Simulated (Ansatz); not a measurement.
# NbInO4 (P2/c): converging the G0W0 gap

Aim: see how the G0W0 gap of NbInO4 (P2/c) on r2SCAN moves with empty bands and screening cutoff, and what each rung costs.

Main program and level: Ansatz 0.2.0; G0W0 on r2SCAN, plane waves, PAW.

## (1) Set-up

It takes space group P2/c (No. 13, monoclinic). The conventional cell has a = 4.835 Å, b = 5.771 Å, c = 5.144 Å, α = 90.00°, β = 91.13°, γ = 90.00°. Nearest to Nb lie 6 O at 1.88 to 2.15 Å. Nearest to In lie 6 O at 2.10 to 2.23 Å. Nearest to O lie 1 Nb at 1.88 Å and 2 In at 2.15 to 2.23 Å. Nearest to O lie 2 Nb at 1.98 to 2.15 Å and 1 In at 2.10 Å. Farther neighbours and most contacts between anions are not listed.

The cell and positions come from the Crystallography Open Database and are kept as given unless a step says otherwise. The default PAW set here is soft_2. Its files were made with PBE.

## (2) 108 empty bands, screening to 48 eV

G0W0 replaces the xc potential by the self-energy, built once from these orbitals. Only a window of levels is corrected, while the sums run over the empty bands that the input names.

Contents of input.yaml:

```yaml
crystal:
  lattice:
    - [4.8355, 0.0, 0.0]
    - [0.0, 5.7709, 0.0]
    - [-0.1014445258, 0.0, 5.1429996119]
  atoms:
    - { symbol: Nb, position: [0.0, 0.1779, 0.25] }
    - { symbol: Nb, position: [0.0, 0.8221, 0.75] }
    - { symbol: In, position: [0.5, 0.6825, 0.25] }
    - { symbol: In, position: [0.5, 0.3175, 0.75] }
    - { symbol: O, position: [0.26, 0.618, 0.901] }
    - { symbol: O, position: [0.74, 0.618, 0.599] }
    - { symbol: O, position: [0.74, 0.382, 0.099] }
    - { symbol: O, position: [0.26, 0.382, 0.401] }
    - { symbol: O, position: [0.217, 0.898, 0.438] }
    - { symbol: O, position: [0.783, 0.898, 0.062] }
    - { symbol: O, position: [0.783, 0.102, 0.562] }
    - { symbol: O, position: [0.217, 0.102, 0.938] }
kpoints:
  mp_grid: { grid: [4, 2, 4] }
hamiltonian:
  xc: r2scan
scf:
  occupations: { method: fixed }
gw:
  n_empty_bands: 108
  ecut_chi: 48
  qp_bands: [v4, c4]
  qp_kpoints: band_edges
  screening: { model: contour_deformation }
```

Run with:

```sh
> ansatz run input.yaml --threads 24 --pin off --max-ram 82944MiB --backend cuda --events-out ev --progress --plain --runs-dir out --devices 1 --max-vram 78GiB
```

Numbers of over 12 decimals in the logs are rounded to 6 here.

What it wrote:

```text
GPUs: using 1 of 1 available (devices: 1).
Engine: ansatz 0.2.0, aarch64-unknown-linux-gnu
Pseudopotentials: kind: paw
Pseudopotential: Nb, paw, valence charge 13, recommended cutoff 500 eV (meta_gga), Nb.paw.azcp
Pseudopotential: In, paw, valence charge 13, recommended cutoff 500 eV (meta_gga), In.paw.azcp
Pseudopotential: O, paw, valence charge 6, recommended cutoff 500 eV (meta_gga), O.paw.azcp
Functional definition: r2SCAN
  parameter k0 = 0.174
  parameter k1 = 0.065
  parameter a1 = 4.9479
  exchange = r2scan_x(k0 = k0, k1 = k1, a1 = a1)
  correlation = r2scan_c
[...]
Crystal: 12 atoms, lattice volume = 143.516 Å³
Basis set: ecut = 500 eV, 3649 PW (Γ), exchange–correlation on 144×180×160 points (64 copies of the dense FFT grid, shifted against one another)
Bands: 62, of which v1, the nominal top of the filled ones, is band 50 counted from 1 (49 counted from 0)
Symmetry: 4 space group operations
Space group: P2/c (ITA 13), of the structure as read, at distance tolerance 5.2e-5 Å
k-points: 20 of 32
Non-local potential: Nb, projectors of the file, l = 0: 3, l = 1: 2, l = 2: 2, l = 3: 1
Non-local potential: In, projectors of the file, l = 0: 2, l = 1: 2, l = 2: 2, l = 3: 2
Non-local potential: O, projectors of the file, l = 0: 2, l = 1: 2, l = 2: 1
PAW form: soft (Blöchl's): semilocal exchange-correlation on the pseudo side does not see the compensation charge
PAW frozen core: Nb, regenerated for the run's functional (the file was generated under x = pbe(κ = 0.804, μ = 0.219515), c = pbe(β = 0.066725))
PAW frozen core: In, regenerated for the run's functional (the file was generated under x = pbe(κ = 0.804, μ = 0.219515), c = pbe(β = 0.066725))
PAW frozen core: O, regenerated for the run's functional (the file was generated under x = pbe(κ = 0.804, μ = 0.219515), c = pbe(β = 0.066725))
PAW one-centre angular grid: Nb, 590 points (default); XC on 160 Gauss nodes
PAW one-centre angular grid: In, 590 points (default); XC on 289 of its mesh's 2783 points in the sphere
PAW one-centre angular grid: O, 302 points (default); XC on 160 Gauss nodes
Initial density: superposition of atomic densities (neutral atoms: chi_scale 0, normalization atom), corrected by the library's trained network
Initial wavefunctions: pseudopotential atomic-orbital guess
[...]
Functional: x = r2scan, c = r2scan; τ floored in thin density (d = 2e-4 eV/Å³)
SCF iter   1: F=—  HF=-24908.806817 eV  |F-HF|=—  |Δ(HF+E_count)|=         —  Δρ=1.64e-2  dr2=5.11e-1  dr2_τ=7.18e-1  ethr=1.77e-3  ⟨swp⟩=5.0  Hψ=4270  notcnv=0  defer=192
preconditioner: auto → Resta (q_TF=auto, 2.569 Å⁻¹)  ε∞=5.0  [insulator: Δε(μ)=4.119 eV  Ē_g=14.251 eV  n_scr=38 (ndim 8)  ℏωp=28.4 eV  f_vac=0.026  ε∞_Penn≈5.0]
SCF iter   2: F=—  HF=-24908.858664 eV  |F-HF|=—  |Δ(HF+E_count)|=   5.18e-2  Δρ=7.29e-3  dr2=2.61e-2  dr2_τ=2.54e-2  ethr=5.11e-4  ⟨swp⟩=2.9  Hψ=2326  notcnv=0  defer=180
SCF iter   3: F=—  HF=-24908.859603 eV  |F-HF|=—  |Δ(HF+E_count)|=   9.40e-4  Δρ=3.34e-3  dr2=7.89e-3  dr2_τ=7.36e-4  ethr=2.61e-5  ⟨swp⟩=2.0  Hψ=1698  notcnv=0  defer=199
SCF iter   4: F=—  HF=-24908.859410 eV  |F-HF|=—  |Δ(HF+E_count)|=   1.94e-4  Δρ=6.76e-4  dr2=4.98e-4  dr2_τ=8.63e-5  ethr=7.89e-6  ⟨swp⟩=2.0  Hψ=1693  notcnv=0  defer=200
SCF iter   5: F=—  HF=-24908.859439 eV  |F-HF|=—  |Δ(HF+E_count)|=   2.99e-5  Δρ=2.81e-4  dr2=1.03e-4  dr2_τ=1.76e-5  ethr=4.98e-7  ⟨swp⟩=2.0  Hψ=1736  notcnv=0  defer=178
SCF iter   6: F=—  HF=-24908.859428 eV  |F-HF|=—  |Δ(HF+E_count)|=   1.16e-5  Δρ=7.97e-5  dr2=9.54e-6  dr2_τ=7.90e-7  ethr=1.03e-7  ⟨swp⟩=2.0  Hψ=1707  notcnv=0  defer=80
SCF iter   7: F=—  HF=-24908.859429 eV  |F-HF|=—  |Δ(HF+E_count)|=   1.17e-6  Δρ=1.86e-5  dr2=5.47e-7  dr2_τ=4.94e-8  ethr=9.54e-9  ⟨swp⟩=2.0  Hψ=1937  notcnv=0  defer=80
SCF iter   8: F=-24908.859429 eV  HF=-24908.859429 eV  |F-HF|=3.24e-9  |Δ(HF+E_count)|=   7.80e-8  Δρ=3.77e-6  dr2=2.90e-8  dr2_τ=2.19e-9  ethr=1.00e-10  ⟨swp⟩=10.0  Hψ=4192  notcnv=0
SCF 1 converged in 8 iterations: F = -24908.859429 eV  dr2 = 2.90e-8
  greatest PAW one-centre occupation: 1.001 electrons in one spin orbital (limit 2), on the Nb atom at site 1 (counted from 0), in its partial waves of l = 0
[...]
SCF converged after 8 iterations
[...]
12    54     13.4200   -14.0103    -4.5121   -20.1329  0.7862    15.0693    15.0305  root
    13    47      7.8361   -26.2676     4.8047   -21.5128  0.7641     7.8859     7.8860  root
    13    48      7.8931   -25.7060     4.7429   -21.0001  0.7626     7.9302     7.9302  root
    13    49      8.3510   -26.2471     4.8649   -21.4727  0.7632     8.4413     8.4415  root
    13    50      8.3690   -25.9545     4.9108   -21.1255  0.7605     8.4506     8.4508  root
    13    51     12.6407   -13.4107    -4.5563   -19.4763  0.7967    14.1802    14.1501  root
    13    52     12.7787   -12.9748    -4.3209   -18.7208  0.8037    14.2284    14.2036  root
    13    53     13.3852   -14.2877    -4.5211   -20.4176  0.7838    15.0341    14.9940  root
    13    54     13.4523   -14.3129    -4.5620   -20.5281  0.7843    15.1472    15.1055  root
    14    47      8.2300   -26.9752     4.6364   -22.4878  0.7733     8.3788     8.3791  root
    14    48      8.3335   -26.2994     4.8376   -21.5409  0.7639     8.4125     8.4126  root
    14    49      8.3373   -25.9014     4.9952   -20.9719  0.7581     8.4030     8.4031  root
    14    50      8.5814   -26.2400     5.0190   -21.2992  0.7606     8.6595     8.6596  root
    14    51     13.0143   -13.9070    -4.6358   -20.1425  0.7870    14.6524    14.6140  root
    14    52     13.0535   -13.9909    -4.5352   -20.1138  0.7892    14.6775    14.6412  root
    14    53     13.0591   -13.6851    -4.3978   -19.6341  0.7902    14.6438    14.6102  root
    14    54     13.5041   -14.2129    -4.6700   -20.5196  0.7811    15.1844    15.1408  root
    15    47      8.0952   -25.9181     4.9486   -20.9941  0.7584     8.1198     8.1199  root
    15    48      8.1320   -26.8697     4.6709   -22.3301  0.7724     8.2630     8.2633  root
    15    49      8.4778   -26.1110     5.0071   -21.1697  0.7596     8.5435     8.5436  root
    15    50      8.5244   -26.3218     4.8886   -21.5378  0.7635     8.6289     8.6291  root
    15    51     12.8429   -13.7007    -4.6013   -19.8680  0.7920    14.4433    14.4089  root
    15    52     13.0938   -13.3556    -4.5602   -19.4304  0.7907    14.6419    14.6084  root
    15    53     13.2632   -13.9279    -4.5569   -20.0626  0.7858    14.8788    14.8410  root
[...]
19    47      7.7804   -26.1481     4.9173   -21.2631  0.7624     7.8126     7.8127  root
    19    48      7.7804   -26.1481     4.9173   -21.2631  0.7624     7.8126     7.8127  root
    19    49      8.2941   -26.0032     4.9394   -21.1169  0.7604     8.3472     8.3472  root
    19    50      8.2941   -26.0032     4.9394   -21.1169  0.7604     8.3472     8.3472  root
    19    51     13.1251   -13.3582    -4.6111   -19.4919  0.7927    14.6809    14.6477  root
    19    52     13.1251   -13.3582    -4.6111   -19.4919  0.7927    14.6809    14.6477  root
    19    53     13.1590   -14.0158    -4.4343   -20.0007  0.7904    14.7445    14.7097  root
    19    54     13.1590   -14.0158    -4.4343   -20.0007  0.7904    14.7445    14.7097  root
```

The job ended after 6.5 s (1 × NVIDIA GB200 (shared by 2 runs) with 24 threads of Arm Neoverse V2, shared host; peak memory 1.8 GiB).

Reading the cycles: dr2 is the Hartree energy of the density residual (eV), the measure of convergence; HF is the Harris–Foulkes estimate of the energy, which meets the free energy F at convergence.

This step gave:

| Quantity | Value |
| --- | --- |
| bands summed | 158 |
| RPA ε∞ on this mesh (eigenvalues) | 4.463, 4.550, 4.814 |
| plane waves in the screening matrix | 109 |
| q-points in the mesh | 32 |
| G0W0 gap on the mesh | 5.152 eV |
| k of the valence top | 0.25, 0, -0.25 |
| k of the conduction bottom | 0.25, 0, -0.5 |
| starting gap on the mesh | 3.846 eV |
| Z at the valence top | 0.7645 |
| Z at the conduction bottom | 0.8051 |
| least direct G0W0 gap on the computed points | 5.282 eV |

The gap on the mesh goes from 3.85 eV to 5.15 eV, a correction of +1.31 eV. Between the two edge states, bare exchange in place of the xc potential would open the gap by 10.37 eV, and correlation takes back 9.06 eV.

## (3) 306 empty bands, screening to 96 eV

Bands and screening cutoff are moved together, since each hides the error of the other.

input.yaml, as its differences from that of step 2:

```diff
@@ -25,4 +25,4 @@
 gw:
-  n_empty_bands: 108
-  ecut_chi: 48
+  n_empty_bands: 306
+  ecut_chi: 96
   qp_bands: [v4, c4]
```

What it wrote:

```text
GPUs: using 1 of 1 available (devices: 1).
[...]
Crystal: 12 atoms, lattice volume = 143.516 Å³
Basis set: ecut = 500 eV, 3649 PW (Γ), exchange–correlation on 144×180×160 points (64 copies of the dense FFT grid, shifted against one another)
Bands: 62, of which v1, the nominal top of the filled ones, is band 50 counted from 1 (49 counted from 0)
Symmetry: 4 space group operations
[...]
k-points: 20 of 32
[...]
SCF iter   1: F=—  HF=-24908.806817 eV  |F-HF|=—  |Δ(HF+E_count)|=         —  Δρ=1.64e-2  dr2=5.11e-1  dr2_τ=7.18e-1  ethr=1.77e-3  ⟨swp⟩=5.0  Hψ=4270  notcnv=0  defer=192
[...]
SCF iter   8: F=-24908.859429 eV  HF=-24908.859429 eV  |F-HF|=3.24e-9  |Δ(HF+E_count)|=   7.80e-8  Δρ=3.77e-6  dr2=2.90e-8  dr2_τ=2.19e-9  ethr=1.00e-10  ⟨swp⟩=10.0  Hψ=4192  notcnv=0
SCF 1 converged in 8 iterations: F = -24908.859429 eV  dr2 = 2.90e-8
[...]
SCF converged after 8 iterations
[...]
12    54     13.4200   -14.0103    -4.9355   -20.1329  0.7796    14.6268    14.6071  root
    13    47      7.8361   -26.2676     4.5949   -21.5128  0.7574     7.6758     7.6762  root
    13    48      7.8931   -25.7060     4.5396   -21.0001  0.7556     7.7265     7.7269  root
    13    49      8.3510   -26.2471     4.6720   -21.4727  0.7554     8.2484     8.2485  root
    13    50      8.3690   -25.9545     4.7241   -21.1255  0.7524     8.2639     8.2641  root
    13    51     12.6407   -13.4107    -5.0139   -19.4763  0.7908    13.7062    13.6924  root
    13    52     12.7787   -12.9748    -4.7546   -18.7208  0.7983    13.7813    13.7701  root
    13    53     13.3852   -14.2877    -4.9473   -20.4176  0.7770    14.5880    14.5677  root
[...]
19    51     13.1251   -13.3582    -5.0504   -19.4919  0.7869    14.2241    14.2083  root
    19    52     13.1251   -13.3582    -5.0504   -19.4919  0.7869    14.2241    14.2083  root
    19    53     13.1590   -14.0158    -4.8698   -20.0007  0.7838    14.2910    14.2741  root
    19    54     13.1590   -14.0158    -4.8698   -20.0007  0.7838    14.2910    14.2741  root
```

The job ended after 10 s (1 × NVIDIA GB200 (shared by 2 runs) with 24 threads; peak memory 2.7 GiB).

This step gave:

| Quantity | Value |
| --- | --- |
| bands summed | 356 |
| RPA ε∞ on this mesh (eigenvalues) | 4.447, 4.540, 4.792 |
| plane waves in the screening matrix | 295 |
| q-points in the mesh | 32 |
| G0W0 gap on the mesh | 4.905 eV |
| k of the valence top | 0.25, 0, -0.25 |
| k of the conduction bottom | 0.25, 0, -0.5 |
| starting gap on the mesh | 3.846 eV |
| Z at the valence top | 0.7562 |
| Z at the conduction bottom | 0.7994 |
| least direct G0W0 gap on the computed points | 5.012 eV |

Against the run with 4×2×4 mesh, 108 empty bands, screening to 48 eV, the gap moves by −0.25 eV.

## (4) 659 empty bands, screening to 160 eV

input.yaml, as its differences from that of step 3:

```diff
@@ -25,4 +25,4 @@
 gw:
-  n_empty_bands: 306
-  ecut_chi: 96
+  n_empty_bands: 659
+  ecut_chi: 160.0
   qp_bands: [v4, c4]
```

What it wrote:

```text
GPUs: using 1 of 1 available (devices: 1).
[...]
Crystal: 12 atoms, lattice volume = 143.516 Å³
Basis set: ecut = 500 eV, 3649 PW (Γ), exchange–correlation on 144×180×160 points (64 copies of the dense FFT grid, shifted against one another)
Bands: 62, of which v1, the nominal top of the filled ones, is band 50 counted from 1 (49 counted from 0)
Symmetry: 4 space group operations
[...]
k-points: 20 of 32
[...]
13    52     12.7787   -12.9748    -4.9739   -18.7208  0.7957    13.5574    13.5507  root
    13    53     13.3852   -14.2877    -5.1809   -20.4176  0.7738    14.3469    14.3341  root
[...]
19    51     13.1251   -13.3582    -5.2712   -19.4919  0.7840    13.9974    13.9876  root
    19    52     13.1251   -13.3582    -5.2712   -19.4919  0.7840    13.9974    13.9876  root
    19    53     13.1590   -14.0158    -5.1014   -20.0007  0.7806    14.0529    14.0425  root
    19    54     13.1590   -14.0158    -5.1014   -20.0007  0.7806    14.0529    14.0425  root
[key lines of the parts left out:]
SCF converged after 8 iterations
```

It took 22 s on 1 × NVIDIA GB200 (shared by 2 runs) with 24 threads; peak memory 4.3 GiB.

This step gave:

```yaml
bands_summed: 709
rpa_eps_infinity_on_this_mesh_eigenvalues: 4.412, 4.512, 4.749
plane_waves_in_the_screening_matrix: 645
g0w0_gap_on_the_mesh: 4.942 eV
k_of_the_valence_top: 0.25, 0, -0.25
k_of_the_conduction_bottom: 0.25, 0, -0.5
starting_gap_on_the_mesh: 3.846 eV
least_direct_g0w0_gap_on_the_computed_points: 5.061 eV
```

Against the run with 4×2×4 mesh, 306 empty bands, screening to 96 eV, the gap moves by +0.04 eV.

## (5) Changing the k mesh: 2×2×2 mesh, 306 empty bands, screening to 96 eV

A second mesh at equal bands and cutoff isolates the sampling error. Bands and cutoff differ from the step before, so it is read against an earlier run that matches them.

input.yaml, as its differences from that of step 4:

```diff
@@ -19,3 +19,3 @@
 kpoints:
-  mp_grid: { grid: [4, 2, 4] }
+  mp_grid: { grid: [2, 2, 2] }
 hamiltonian:
@@ -25,4 +25,4 @@
 gw:
-  n_empty_bands: 659
-  ecut_chi: 160.0
+  n_empty_bands: 306
+  ecut_chi: 96
   qp_bands: [v4, c4]
```

What it wrote:

```text
GPUs: using 1 of 1 available (devices: 1).
[...]
Crystal: 12 atoms, lattice volume = 143.516 Å³
Basis set: ecut = 500 eV, 3649 PW (Γ), exchange–correlation on 144×180×160 points (64 copies of the dense FFT grid, shifted against one another)
Bands: 62, of which v1, the nominal top of the filled ones, is band 50 counted from 1 (49 counted from 0)
Symmetry: 4 space group operations
[...]
k-points: 8
[...]
1    52     12.5527   -13.3600    -4.6110   -18.9804  0.7978    13.5733    13.5620  root
     1    53     13.1746   -14.0307    -4.9725   -20.1608  0.7785    14.3512    14.3321  root
[...]
7    51     13.1269   -13.2957    -5.1125   -19.4933  0.7858    14.2280    14.2119  root
     7    52     13.1269   -13.2957    -5.1125   -19.4933  0.7858    14.2280    14.2119  root
     7    53     13.1610   -13.9519    -4.9303   -19.9994  0.7827    14.2954    14.2782  root
     7    54     13.1610   -13.9519    -4.9303   -19.9994  0.7827    14.2954    14.2782  root
[key lines of the parts left out:]
SCF converged after 8 iterations
```

It took 3.2 s on 1 × NVIDIA GB200 (shared by 2 runs) with 24 threads; peak memory 1.8 GiB.

This step gave:

```yaml
bands_summed: 356
rpa_eps_infinity_on_this_mesh_eigenvalues: 4.469, 4.605, 4.860
plane_waves_in_the_screening_matrix: 295
g0w0_gap_on_the_mesh: 5.029 eV
k_of_the_valence_top: 0, -0.5, 0
k_of_the_conduction_bottom: 0, -0.5, 0
starting_gap_on_the_mesh: 3.908 eV
least_direct_g0w0_gap_on_the_computed_points: 5.029 eV
```

Against the run with 4×2×4 mesh, 306 empty bands, screening to 96 eV, the gap moves by +0.12 eV, while the start moved by +0.06 eV. A band edge is found at another k point on this mesh.

[end of part 1 of 2]

[Paths, hosts, dates, memory and timing lines, banners, echoed tables and standing remarks are left out of the program output.]

[Logs are printed without paths, hosts, clocks, repeated set-up lines and the standing remarks that a program may print on its own settings, such as how far it seeks lower states.]

[Runs of the session that timed out or met a known fault of the program may be left out.]

[Cells called generated may have been cut or substituted from an entry of the Crystallography Open Database or the Materials Project.]

[Hosts, paths, dates, database ids (printed as entryN), source tags and the programs' standing remarks are cut or masked in the printed files.]
